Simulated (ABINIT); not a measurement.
# MgSnS3 (Pm-3m): zone-centre phonons, part 3 of 4

Which modes does MgSnS3 (Pm-3m) have at the zone centre?

ABINIT 10.8.3; DFT LDA, scalar-relativistic, plane waves, HGH norm-conserving pseudopotentials.

So far. Step 4 (Relaxation): The volume changes by +0.8 % in this run and stands -4.1 % from the first cell. Step 6 (Zone-centre response): The acoustic modes at Γ come out as far as 2.4 cm⁻¹ from zero, where they should vanish, a small numerical error. The lowest optical mode is imaginary, 194i cm⁻¹, an instability at this level and on this k mesh. The relaxed cell has a = 4.891 Å (conventional setting).

The structure was built from a prototype and need not be the compound's stable phase.

## Step 7: Modes with the sum rule

anaddb reads the merged derivatives and imposes the acoustic sum rule.

File anaddb.abi:

```
ddb_filepath "gamma_DDB"
output_file "anaddb.abo"
outdata_prefix "anaddb"
asr 1
chneut 1
enunit 2
eivec 1
nph1l 1
qph1l 0.0 0.0 0.0 1.0
```

File mrgddb.in:

```
gamma_DDB
merged
2
dfpt_gammao_DDB
gso_DDB
```

Launch:

```bash
> mrgddb < mrgddb.in > mrgddb.log
> OMP_NUM_THREADS=1 anaddb anaddb.abi > anaddb.log
```

anaddb.abo, the main output file:

```text
-outvars_anaddb: echo values of input variables ----------------------

 Miscellaneous information :
      enunit         2
       eivec         1
         asr         1
 First list of wavevector (reduced coord.) :
       nph1l         1
       qph1l
                     0.00000000E+00  0.00000000E+00  0.00000000E+00    1.000E+00

================================================================================

 read the DDB information and perform some checks

  ==== Info on the Cryst% object ====
 Real(R)+Recip(G) space primitive vectors, cartesian coordinates (Bohr,Bohr^-1):
 R(1)=  9.2420203  0.0000000  0.0000000  G(1)=  0.1082015  0.0000000  0.0000000
 R(2)=  0.0000000  9.2420203  0.0000000  G(2)=  0.0000000  0.1082015  0.0000000
 R(3)=  0.0000000  0.0000000  9.2420203  G(3)=  0.0000000  0.0000000  0.1082015
 Unit cell volume ucvol=  7.8940660E+02 bohr^3
 Angles (23,13,12)=  9.00000000E+01  9.00000000E+01  9.00000000E+01 degrees
 Time-reversal symmetry is present
 Reduced atomic positions [iatom, xred, symbol]:
    1)    0.0000000  0.0000000  0.0000000  Mg
    2)    0.5000000  0.5000000  0.5000000  Sn
    3)    0.5000000  0.5000000  0.0000000   S
    4)    0.5000000  0.0000000  0.5000000   S
    5)    0.0000000  0.5000000  0.5000000   S

 DDB file with 3 blocks has been read.

================================================================================

 Treat the first list of vectors

  Phonon wavevector (reduced coordinates) :  0.00000  0.00000  0.00000
 Phonon energies in Hartree :
  -8.848754E-04 -8.848754E-04 -8.848754E-04 -7.655330E-04 -7.655330E-04
  -7.655330E-04 -1.699484E-04 -1.699484E-04 -1.699484E-04  0.000000E+00
   0.000000E+00  0.000000E+00  1.665442E-03  1.665442E-03  1.665442E-03
 Phonon energies in meV     :
- -2.407869E+01 -2.407869E+01 -2.407869E+01 -2.083121E+01 -2.083121E+01
- -2.083121E+01 -4.624533E+00 -4.624533E+00 -4.624533E+00  0.000000E+00
-  0.000000E+00  0.000000E+00  4.531898E+01  4.531898E+01  4.531898E+01
 Phonon frequencies in cm-1    :
- -1.942077E+02 -1.942077E+02 -1.942077E+02 -1.680151E+02 -1.680151E+02
- -1.680151E+02 -3.729937E+01 -3.729937E+01 -3.729937E+01  0.000000E+00
-  0.000000E+00  0.000000E+00  3.655222E+02  3.655222E+02  3.655222E+02
 Phonon frequencies in Thz     :
- -5.822201E+00 -5.822201E+00 -5.822201E+00 -5.036965E+00 -5.036965E+00
- -5.036965E+00 -1.118207E+00 -1.118207E+00 -1.118207E+00  0.000000E+00
-  0.000000E+00  0.000000E+00  1.095808E+01  1.095808E+01  1.095808E+01
 Phonon energies in Kelvin  :
- -2.794216E+02 -2.794216E+02 -2.794216E+02 -2.417362E+02 -2.417362E+02
- -2.417362E+02 -5.366547E+01 -5.366547E+01 -5.366547E+01  0.000000E+00
-  0.000000E+00  0.000000E+00  5.259050E+02  5.259050E+02  5.259050E+02

 Eigendisplacements
 (will be given, for each mode : in cartesian coordinates
   for each atom the real part of the displacement vector,
   then the imaginary part of the displacement vector - absolute values smaller than 1.0d-7 are set to zero)
  Mode number    1   Energy   -8.848754E-04
 Attention : low frequency mode.
   (Could be unstable or acoustic mode)
-  1  0.00000000E+00  0.00000000E+00 -3.72933911E-03
-     0.00000000E+00  0.00000000E+00  0.00000000E+00
-  2  0.00000000E+00  0.00000000E+00 -2.42696584E-04
-     0.00000000E+00  0.00000000E+00  0.00000000E+00
-  3  0.00000000E+00  0.00000000E+00  1.70192737E-04
-     0.00000000E+00  0.00000000E+00  0.00000000E+00
-  4  0.00000000E+00  0.00000000E+00  1.77750095E-03
-     0.00000000E+00  0.00000000E+00  0.00000000E+00
-  5  0.00000000E+00  0.00000000E+00  1.77750095E-03
-     0.00000000E+00  0.00000000E+00  0.00000000E+00
  Mode number    2   Energy   -8.848754E-04
 Attention : low frequency mode.
   (Could be unstable or acoustic mode)
-  1  0.00000000E+00  3.72933911E-03  0.00000000E+00
-     0.00000000E+00  0.00000000E+00  0.00000000E+00
-  2  0.00000000E+00  2.42696584E-04  0.00000000E+00
-     0.00000000E+00  0.00000000E+00  0.00000000E+00
-  3  0.00000000E+00 -1.77750095E-03  0.00000000E+00
-     0.00000000E+00  0.00000000E+00  0.00000000E+00
-  4  0.00000000E+00 -1.70192737E-04  0.00000000E+00
-     0.00000000E+00  0.00000000E+00  0.00000000E+00
-  5  0.00000000E+00 -1.77750095E-03  0.00000000E+00
-     0.00000000E+00  0.00000000E+00  0.00000000E+00
  Mode number    3   Energy   -8.848754E-04
 Attention : low frequency mode.
   (Could be unstable or acoustic mode)
-  1  3.72933911E-03  0.00000000E+00  0.00000000E+00
-     0.00000000E+00  0.00000000E+00  0.00000000E+00
-  2  2.42696584E-04  0.00000000E+00  0.00000000E+00
-     0.00000000E+00  0.00000000E+00  0.00000000E+00
-  3 -1.77750095E-03  0.00000000E+00  0.00000000E+00
-     0.00000000E+00  0.00000000E+00  0.00000000E+00
-  4 -1.77750095E-03  0.00000000E+00  0.00000000E+00
-     0.00000000E+00  0.00000000E+00  0.00000000E+00
-  5 -1.70192737E-04  0.00000000E+00  0.00000000E+00
-     0.00000000E+00  0.00000000E+00  0.00000000E+00
  Mode number    4   Energy   -7.655330E-04
 Attention : low frequency mode.
   (Could be unstable or acoustic mode)
-  1  0.00000000E+00  0.00000000E+00  0.00000000E+00
-     0.00000000E+00  0.00000000E+00  0.00000000E+00
-  2  0.00000000E+00  0.00000000E+00  0.00000000E+00
-     0.00000000E+00  0.00000000E+00  0.00000000E+00
-  3  0.00000000E+00  0.00000000E+00  0.00000000E+00
-     0.00000000E+00  0.00000000E+00  0.00000000E+00
-  4  0.00000000E+00  0.00000000E+00 -2.92470830E-03
-     0.00000000E+00  0.00000000E+00  0.00000000E+00
-  5  0.00000000E+00  0.00000000E+00  2.92470830E-03
-     0.00000000E+00  0.00000000E+00  0.00000000E+00
  Mode number    5   Energy   -7.655330E-04
 Attention : low frequency mode.
   (Could be unstable or acoustic mode)
-  1  0.00000000E+00  0.00000000E+00  0.00000000E+00
-     0.00000000E+00  0.00000000E+00  0.00000000E+00
-  2  0.00000000E+00  0.00000000E+00  0.00000000E+00
-     0.00000000E+00  0.00000000E+00  0.00000000E+00
-  3  0.00000000E+00  2.92470830E-03  0.00000000E+00
-     0.00000000E+00  0.00000000E+00  0.00000000E+00
-  4  0.00000000E+00  0.00000000E+00  0.00000000E+00
-     0.00000000E+00  0.00000000E+00  0.00000000E+00
-  5  0.00000000E+00 -2.92470830E-03  0.00000000E+00
-     0.00000000E+00  0.00000000E+00  0.00000000E+00
  Mode number    6   Energy   -7.655330E-04
 Attention : low frequency mode.
   (Could be unstable or acoustic mode)
-  1  0.00000000E+00  0.00000000E+00  0.00000000E+00
-     0.00000000E+00  0.00000000E+00  0.00000000E+00
-  2  0.00000000E+00  0.00000000E+00  0.00000000E+00
-     0.00000000E+00  0.00000000E+00  0.00000000E+00
-  3  2.92470830E-03  0.00000000E+00  0.00000000E+00
-     0.00000000E+00  0.00000000E+00  0.00000000E+00
-  4 -2.92470830E-03  0.00000000E+00  0.00000000E+00
-     0.00000000E+00  0.00000000E+00  0.00000000E+00
-  5  0.00000000E+00  0.00000000E+00  0.00000000E+00
-     0.00000000E+00  0.00000000E+00  0.00000000E+00
  Mode number    7   Energy   -1.699484E-04
 Attention : low frequency mode.
   (Could be unstable or acoustic mode)
-  1  0.00000000E+00  0.00000000E+00  2.52065095E-03
-     0.00000000E+00  0.00000000E+00  0.00000000E+00
-  2  0.00000000E+00  0.00000000E+00 -1.30630740E-03
-     0.00000000E+00  0.00000000E+00  0.00000000E+00
-  3  0.00000000E+00  0.00000000E+00 -4.67387375E-04
-     0.00000000E+00  0.00000000E+00  0.00000000E+00
-  4  0.00000000E+00  0.00000000E+00  1.69649250E-03
-     0.00000000E+00  0.00000000E+00  0.00000000E+00
-  5  0.00000000E+00  0.00000000E+00  1.69649250E-03
-     0.00000000E+00  0.00000000E+00  0.00000000E+00
  Mode number    8   Energy   -1.699484E-04
 Attention : low frequency mode.
   (Could be unstable or acoustic mode)
-  1  0.00000000E+00 -2.52065095E-03  0.00000000E+00
-     0.00000000E+00  0.00000000E+00  0.00000000E+00
-  2  0.00000000E+00  1.30630740E-03  0.00000000E+00
-     0.00000000E+00  0.00000000E+00  0.00000000E+00
-  3  0.00000000E+00 -1.69649250E-03  0.00000000E+00
-     0.00000000E+00  0.00000000E+00  0.00000000E+00
-  4  0.00000000E+00  4.67387375E-04  0.00000000E+00
-     0.00000000E+00  0.00000000E+00  0.00000000E+00
-  5  0.00000000E+00 -1.69649250E-03  0.00000000E+00
-     0.00000000E+00  0.00000000E+00  0.00000000E+00
  Mode number    9   Energy   -1.699484E-04
 Attention : low frequency mode.
   (Could be unstable or acoustic mode)
-  1  2.52065095E-03  0.00000000E+00  0.00000000E+00
-     0.00000000E+00  0.00000000E+00  0.00000000E+00
-  2 -1.30630740E-03  0.00000000E+00  0.00000000E+00
-     0.00000000E+00  0.00000000E+00  0.00000000E+00
-  3  1.69649250E-03  0.00000000E+00  0.00000000E+00
-     0.00000000E+00  0.00000000E+00  0.00000000E+00
-  4  1.69649250E-03  0.00000000E+00  0.00000000E+00
-     0.00000000E+00  0.00000000E+00  0.00000000E+00
-  5 -4.67387375E-04  0.00000000E+00  0.00000000E+00
-     0.00000000E+00  0.00000000E+00  0.00000000E+00
  Mode number   10   Energy    0.000000E+00
 Attention : low frequency mode.
   (Could be unstable or acoustic mode)
-  1  0.00000000E+00  0.00000000E+00 -1.51432050E-03
-     0.00000000E+00  0.00000000E+00  0.00000000E+00
-  2  0.00000000E+00  0.00000000E+00 -1.51437229E-03
-     0.00000000E+00  0.00000000E+00  0.00000000E+00
-  3  0.00000000E+00  0.00000000E+00 -1.51436005E-03
-     0.00000000E+00  0.00000000E+00  0.00000000E+00
-  4  0.00000000E+00  0.00000000E+00 -1.51433179E-03
-     0.00000000E+00  0.00000000E+00  0.00000000E+00
-  5  0.00000000E+00  0.00000000E+00 -1.51433179E-03
-     0.00000000E+00  0.00000000E+00  0.00000000E+00
  Mode number   11   Energy    0.000000E+00
 Attention : low frequency mode.
   (Could be unstable or acoustic mode)
-  1  0.00000000E+00  1.51432050E-03  0.00000000E+00
-     0.00000000E+00  0.00000000E+00  0.00000000E+00
-  2  0.00000000E+00  1.51437229E-03  0.00000000E+00
-     0.00000000E+00  0.00000000E+00  0.00000000E+00
-  3  0.00000000E+00  1.51433179E-03  0.00000000E+00
-     0.00000000E+00  0.00000000E+00  0.00000000E+00
-  4  0.00000000E+00  1.51436005E-03  0.00000000E+00
-     0.00000000E+00  0.00000000E+00  0.00000000E+00
-  5  0.00000000E+00  1.51433179E-03  0.00000000E+00
-     0.00000000E+00  0.00000000E+00  0.00000000E+00
  Mode number   12   Energy    0.000000E+00
 Attention : low frequency mode.
   (Could be unstable or acoustic mode)
-  1  1.51432050E-03  0.00000000E+00  0.00000000E+00
-     0.00000000E+00  0.00000000E+00  0.00000000E+00
-  2  1.51437229E-03  0.00000000E+00  0.00000000E+00
-     0.00000000E+00  0.00000000E+00  0.00000000E+00
-  3  1.51433179E-03  0.00000000E+00  0.00000000E+00
-     0.00000000E+00  0.00000000E+00  0.00000000E+00
-  4  1.51433179E-03  0.00000000E+00  0.00000000E+00
-     0.00000000E+00  0.00000000E+00  0.00000000E+00
-  5  1.51436005E-03  0.00000000E+00  0.00000000E+00
-     0.00000000E+00  0.00000000E+00  0.00000000E+00
  Mode number   13   Energy    1.665442E-03
-  1  0.00000000E+00  0.00000000E+00  1.25868068E-04
-     0.00000000E+00  0.00000000E+00  0.00000000E+00
-  2  0.00000000E+00  0.00000000E+00  7.50008546E-04
-     0.00000000E+00  0.00000000E+00  0.00000000E+00
-  3  0.00000000E+00  0.00000000E+00 -3.81669155E-03
-     0.00000000E+00  0.00000000E+00  0.00000000E+00
-  4  0.00000000E+00  0.00000000E+00  4.72357304E-04
-     0.00000000E+00  0.00000000E+00  0.00000000E+00
-  5  0.00000000E+00  0.00000000E+00  4.72357304E-04
-     0.00000000E+00  0.00000000E+00  0.00000000E+00
  Mode number   14   Energy    1.665442E-03
-  1  0.00000000E+00 -1.25868068E-04  0.00000000E+00
-     0.00000000E+00  0.00000000E+00  0.00000000E+00
-  2  0.00000000E+00 -7.50008546E-04  0.00000000E+00
-     0.00000000E+00  0.00000000E+00  0.00000000E+00
-  3  0.00000000E+00 -4.72357304E-04  0.00000000E+00
-     0.00000000E+00  0.00000000E+00  0.00000000E+00
-  4  0.00000000E+00  3.81669155E-03  0.00000000E+00
-     0.00000000E+00  0.00000000E+00  0.00000000E+00
-  5  0.00000000E+00 -4.72357304E-04  0.00000000E+00
-     0.00000000E+00  0.00000000E+00  0.00000000E+00
  Mode number   15   Energy    1.665442E-03
-  1  1.25868068E-04  0.00000000E+00  0.00000000E+00
-     0.00000000E+00  0.00000000E+00  0.00000000E+00
-  2  7.50008546E-04  0.00000000E+00  0.00000000E+00
-     0.00000000E+00  0.00000000E+00  0.00000000E+00
-  3  4.72357304E-04  0.00000000E+00  0.00000000E+00
-     0.00000000E+00  0.00000000E+00  0.00000000E+00
-  4  4.72357304E-04  0.00000000E+00  0.00000000E+00
-     0.00000000E+00  0.00000000E+00  0.00000000E+00
-  5 -3.81669155E-03  0.00000000E+00  0.00000000E+00
-     0.00000000E+00  0.00000000E+00  0.00000000E+00

 Analysis of degeneracies and characters (maximum tolerance=1.00E-06 a.u.)
 For each vibration mode, or group of modes if degenerate,
 the characters are given for each symmetry operation (see the list in the log file).
 Symmetry characters of vibration mode #   1
       degenerate with vibration modes #   2 to    3
  3.0 -3.0 -1.0  1.0 -1.0  1.0 -1.0  1.0  1.0 -1.0 -1.0  1.0  1.0 -1.0 -1.0  1.0
 -0.0  0.0 -0.0  0.0  0.0 -0.0  0.0 -0.0  1.0 -1.0 -1.0  1.0 -1.0  1.0  1.0 -1.0
 -0.0  0.0  0.0 -0.0  0.0 -0.0 -0.0  0.0  1.0 -1.0  1.0 -1.0 -1.0  1.0 -1.0  1.0
 Symmetry characters of vibration mode #   4
       degenerate with vibration modes #   5 to    6
  3.0 -3.0 -1.0  1.0 -1.0  1.0 -1.0  1.0 -1.0  1.0  1.0 -1.0 -1.0  1.0  1.0 -1.0
 -0.0  0.0 -0.0  0.0  0.0 -0.0  0.0 -0.0 -1.0  1.0  1.0 -1.0  1.0 -1.0 -1.0  1.0
 -0.0  0.0  0.0 -0.0  0.0 -0.0 -0.0  0.0 -1.0  1.0 -1.0  1.0  1.0 -1.0  1.0 -1.0
 Symmetry characters of vibration mode #   7
       degenerate with vibration modes #   8 to    9
  3.0 -3.0 -1.0  1.0 -1.0  1.0 -1.0  1.0  1.0 -1.0 -1.0  1.0  1.0 -1.0 -1.0  1.0
  0.0 -0.0  0.0 -0.0 -0.0  0.0 -0.0  0.0  1.0 -1.0 -1.0  1.0 -1.0  1.0  1.0 -1.0
  0.0 -0.0 -0.0  0.0 -0.0  0.0  0.0 -0.0  1.0 -1.0  1.0 -1.0 -1.0  1.0 -1.0  1.0
 Symmetry characters of vibration mode #  10
       degenerate with vibration modes #  11 to   12
  3.0 -3.0 -1.0  1.0 -1.0  1.0 -1.0  1.0  1.0 -1.0 -1.0  1.0  1.0 -1.0 -1.0  1.0
  0.0 -0.0  0.0 -0.0 -0.0  0.0 -0.0  0.0  1.0 -1.0 -1.0  1.0 -1.0  1.0  1.0 -1.0
  0.0 -0.0 -0.0  0.0 -0.0  0.0  0.0 -0.0  1.0 -1.0  1.0 -1.0 -1.0  1.0 -1.0  1.0
 Symmetry characters of vibration mode #  13
       degenerate with vibration modes #  14 to   15
  3.0 -3.0 -1.0  1.0 -1.0  1.0 -1.0  1.0  1.0 -1.0 -1.0  1.0  1.0 -1.0 -1.0  1.0
  0.0 -0.0  0.0 -0.0 -0.0  0.0 -0.0  0.0  1.0 -1.0 -1.0  1.0 -1.0  1.0  1.0 -1.0
  0.0 -0.0 -0.0  0.0 -0.0  0.0  0.0 -0.0  1.0 -1.0  1.0 -1.0 -1.0  1.0 -1.0  1.0
-
```

The job ended after 0.52 s (1 thread of Arm Neoverse V1, shared host).

No LO-TO term; unit eigenvectors of the mass-weighted matrix, from anaddb's displacements. The modes at Γ (shares of kinetic energy by element, %) (negative means imaginary):

```tsv
mode	frequency (cm⁻¹)	symmetry	Mg %	Sn %	S %
1	-194.2	T1u	62	1	37
2	-194.2	T1u	62	1	37
3	-194.2	T1u	62	1	37
4	-168.0	T2u	0	0	100
5	-168.0	T2u	0	0	100
6	-168.0	T2u	0	0	100
7	-37.3	T1u	28	37	35
8	-37.3	T1u	28	37	35
9	-37.3	T1u	28	37	35
10	0.0	acoustic	10	50	40
11	0.0	acoustic	10	50	40
12	0.0	acoustic	10	50	40
13	365.5	T1u	0	12	88
14	365.5	T1u	0	12	88
15	365.5	T1u	0	12	88
```

Displacements in mode 2 (-194.2 cm⁻¹), the largest set to 1:
```
Mg1  0.00  1.00  0.00
Sn2  0.00  0.07  0.00
S3   0.00 -0.48  0.00
S4   0.00 -0.05  0.00
S5   0.00 -0.48  0.00
```

Displacements in mode 14 (365.5 cm⁻¹), the largest set to 1:
```
Mg1  0.00 -0.03  0.00
Sn2  0.00 -0.20  0.00
S3   0.00 -0.12  0.00
S4   0.00  1.00  0.00
S5   0.00 -0.12  0.00
```

The rule moves no optical mode by more than 0.1 cm⁻¹.

(Part 3 of 4 ends here.)

[Host names and launcher messages were left out of these logs when they were recorded.]

[Logs are printed without paths, hosts, clocks, repeated set-up lines and the standing remarks that a program may print on its own settings, such as how far it seeks lower states.]

[Hosts, paths, dates, database ids (printed as entryN), source tags and the programs' standing remarks are cut or masked in the printed files.]
